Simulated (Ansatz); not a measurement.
# TlInBr6: complex band structure, part 2 of 2

Wanted: the relaxed cell of TlInBr6, its band edges and its decay constants. It is built by putting In for Ga, Br for F in the TlGaF6 structure of space group R-3, with the volume rescaled by atomic radii. The parent structure comes from the Materials Project.

Ansatz 0.2.0; LDA DFT, plane waves, PAW files (the session's first sound run).

So far, gap on the k-mesh (eV): step 3 (the bulk crystal and its band edges, LDA) 0.521; step 4 (complex bands, plane (001), k-mesh 6×6×6, LDA) 0.521; step 6 (r2SCAN, cutoff 500 eV) 0.986.

The structure was built from a prototype and need not be the compound's stable phase.

## 7. Complex bands at another level, cutoff 500 eV

This step: r2SCAN DFT, plane waves, PAW files; complex bands by layer matching along the plane's normal (Ansatz 0.2.0).

The complex bands at that level, over its own gap, at (0, 0) and (0.5, 0).

Input file input.yaml:

```yaml
crystal:
  lattice:
    - [6.561404498, 0.0, 0.0]
    - [3.280702249, 5.68234298, 0.0]
    - [3.280702249, -1.894114327, 6.054298439]
  atoms:
    - { symbol: Tl, position: [0.0, 0.0, 0.0] }
    - { symbol: In, position: [0.0, 0.5, 0.5] }
    - { symbol: Br, position: [0.1829708012, 0.5610314999, 0.7456847135] }
    - { symbol: Br, position: [0.8153467864, 0.2559976989, 0.7456847135] }
    - { symbol: Br, position: [0.5103129854, 0.9286555147, 0.7456847135] }
    - { symbol: Br, position: [0.1846532136, 0.7440023011, 0.2543152865] }
    - { symbol: Br, position: [0.4896870146, 0.0713444853, 0.2543152865] }
    - { symbol: Br, position: [0.8170291988, 0.4389685001, 0.2543152865] }
kpoints:
  mp_grid: { grid: [6, 6, 6] }
scf:
  occupations: { method: fixed }
hamiltonian:
  xc: r2scan
output:
  eigenvalues: true
  transmission:
    leads: [[0, 0]]
    kpoints: [[0.0, 0.0], [0.5, 0.0]]
    e_range: [-1.0, 1.99]
    de: 0.06
```

Run with:

```
ansatz run input.yaml --threads 2 --pin off --max-ram 4096MiB --backend cpu --events-out ev --progress --plain --runs-dir out
```

Run time: 91 s. Hardware: 2 threads of Intel Xeon 6975P-C (Granite Rapids), shared host; peak memory 1.9 GiB.

Numbers from this step:

- free energy: -33833.2397 eV
- gap on the k-mesh: 0.9862 eV
- level to which the leads are filled: 0.4931 eV from the Fermi level
- decay constant at the filling level, zone centre: 0.1310 Å⁻¹
- decay constant at the filling level, slowest listed point: 0.1311 Å⁻¹

K parallel (0, 0); values up to 1.5 1/Å, a degenerate pair printed once or twice; energies at which all values exceed this have no row. The Im kz of the slowest decaying states by energy, zero at the highest filled level on the SCF mesh:

```csv
energy (eV),decay 1 (Å⁻¹),decay 2 (Å⁻¹),decay 3 (Å⁻¹),decay 4 (Å⁻¹)
-1.000,0.350,1.01,1.10,1.23
-0.820,0.363,0.912,1.07,1.21
-0.580,0.0862,0.376,0.719,1.02
-0.400,0.244,0.364,0.382,0.960
-0.220,0.330,0.386,0.831,1.17
0.020,0.0343,0.233,0.389,0.845
0.200,0.0996,0.271,0.389,0.910
0.380,0.124,0.298,0.387,0.949
0.620,0.131,0.327,0.381,0.982
0.800,0.112,0.344,0.374,0.999
0.980,0.0240,0.359,0.367,1.01
1.220,0.358,0.375,1.02,1.04
1.400,0.358,0.385,1.03,1.03
1.580,0.367,0.393,1.01,1.03
1.820,0.119,0.383,0.402,0.987
```

K parallel (0, 0). Re kz of states that move upwards against energy, zero at the highest filled level on the SCF mesh:

```csv
energy (eV),channel 1 (Å⁻¹),channel 2 (Å⁻¹),channel 3 (Å⁻¹),channel 4 = channel 5 (Å⁻¹)
-1.00,-0.472,-0.472,-0.333,-0.0356
-0.88,-0.424,-0.424,-0.302,-
-0.70,-0.332,-0.332,-0.255,0.100
-0.58,-0.224,-,-,-
-0.40,-0.176,-,-,-
-0.28,-0.332,-0.332,-0.142,0.113
-0.10,-0.0796,-,-,-
0.02,-,-,-,-
0.20,-,-,-,-
0.32,-,-,-,-
0.44,-,-,-,-
0.62,-,-,-,-
0.74,-,-,-,-
0.92,-,-,-,-
1.04,0.0757,-,-,-
1.22,0.188,-,-,-
1.34,0.258,-,-,-
1.52,0.367,-,-,-
1.64,0.458,-,-,-
1.82,-,-,-,-
1.94,-,-,-,-
```

K parallel (0.5, 0); values up to 1.5 1/Å, a degenerate pair printed once or twice; energies at which all values exceed this have no row. Table of Im kz of the slowest decaying states by energy, zero at the highest filled level on the SCF mesh:

```csv
energy (eV),decay 1 (Å⁻¹),decay 2 (Å⁻¹),decay 3 (Å⁻¹),decay 4 (Å⁻¹)
-1.00,0.0563,0.105,0.193,0.337
-0.88,0.0727,0.101,0.189,0.330
-0.70,0.0817,0.0929,0.245,0.276
-0.58,0.0321,0.175,0.263,1.31
-0.40,0.0454,0.143,0.271,0.285
-0.28,0.0939,0.146,0.153,0.268
-0.10,0.127,0.157,0.218,0.251
0.02,0.223,0.239,0.252,0.264
0.20,0.278,0.281,0.301,0.360
0.32,0.289,0.303,0.327,0.390
0.44,0.295,0.324,0.347,0.416
0.62,0.301,0.349,0.370,0.449
0.74,0.302,0.363,0.381,0.468
0.92,0.299,0.381,0.395,0.493
1.04,0.295,0.392,0.402,0.507
1.22,0.282,0.405,0.410,0.525
1.34,0.268,0.412,0.414,0.536
1.52,0.230,0.418,0.422,0.549
1.64,0.166,0.419,0.428,0.557
1.82,0.281,0.419,0.435,0.568
1.94,0.0289,0.305,0.418,0.439
```

At the listed wavevectors the last open channel is at -0.04 eV and the next at +1.04 eV on the grid. At +0.50 eV, the grid energy nearest the filling level (the middle of the gap on the SCF mesh), the slowest state at the listed wavevectors decays with κ = 0.131 Å⁻¹, its amplitude falling by e over 7.6 Å; the first such run, plane (001), gave 0.0759 Å⁻¹.

## 8. A repeat with changed settings

This step: LDA DFT, plane waves, PAW files; complex bands by layer matching along the plane's normal; changed: basis.ecutwfc = "400 K", scf.max_iter = 60 (Ansatz 0.2.0).

This run repeats an earlier one, its twin (the complex run, plane (001)), with two settings changed (scf.max_iter, basis.ecutwfc; files written aside). The setting was drawn as a possible misstep, on purpose. Where the input is shown as a difference, that is against the step before, not the twin.

input.yaml: that of step 7 with these lines changed.

```diff
@@ -18,4 +18,5 @@
   occupations: { method: fixed }
+  max_iter: 60
 hamiltonian:
-  xc: r2scan
+  xc: lda
 output:
@@ -25,3 +26,5 @@
     kpoints: [[0.0, 0.0], [0.5, 0.0]]
-    e_range: [-1.0, 1.99]
-    de: 0.06
+    e_range: [-1.0, 1.52]
+    de: 0.05
+basis:
+  ecutwfc: "400 K"
```

Elapsed: 0.12 s, on 2 threads; peak memory 0.11 GiB.

The program refused the input before any cycle.

The program's message: “Error: inconsistent input (basis.ecutwfc, kpoints): the smallest per-k basis holds n_pw = 0 plane waves (k-point 1, counted from 0 among those solved) but the deck needs at least 35 band(s) per channe …”

The change that led to it: basis.ecutwfc = "400 K".

## 9. Results

```json
{"band gap": "0.521 eV", "least decay constant at mid-gap, normal to (001)": "0.0759 Å⁻¹", "least decay constant on a mesh, normal to (001)": "0.0762 Å⁻¹", "least decay constant, r2SCAN": "0.131 Å⁻¹"}
```

In words: With LDA, the slowest decay at the wavevectors tried is κ = 0.0759 Å⁻¹, normal to (001). Through such a film the transmission near mid-gap falls as exp(−2κd), a factor of ten every 15 Å. A free electron under a barrier of half the gap would need a mass of 0.084 mₑ to decay at this rate. With r2SCAN the gap goes from 0.521 to 0.986 eV and the decay constant, over the first 2 listed wavevectors, from 0.0759 to 0.131 Å⁻¹. The compound is made up by substitution; its stability against other phases and against distortions of the cell's symmetry was not tested. A semilocal functional narrows gaps, while spin-orbit coupling, left out here, narrows them in compounds of heavy elements, so the error in κ can go either way.

[Logs are printed without paths, hosts, clocks, repeated set-up lines and the standing remarks that a program may print on its own settings, such as how far it seeks lower states.]

[Hosts, paths, dates, database ids (printed as entryN), source tags and the programs' standing remarks are cut or masked in the printed files.]
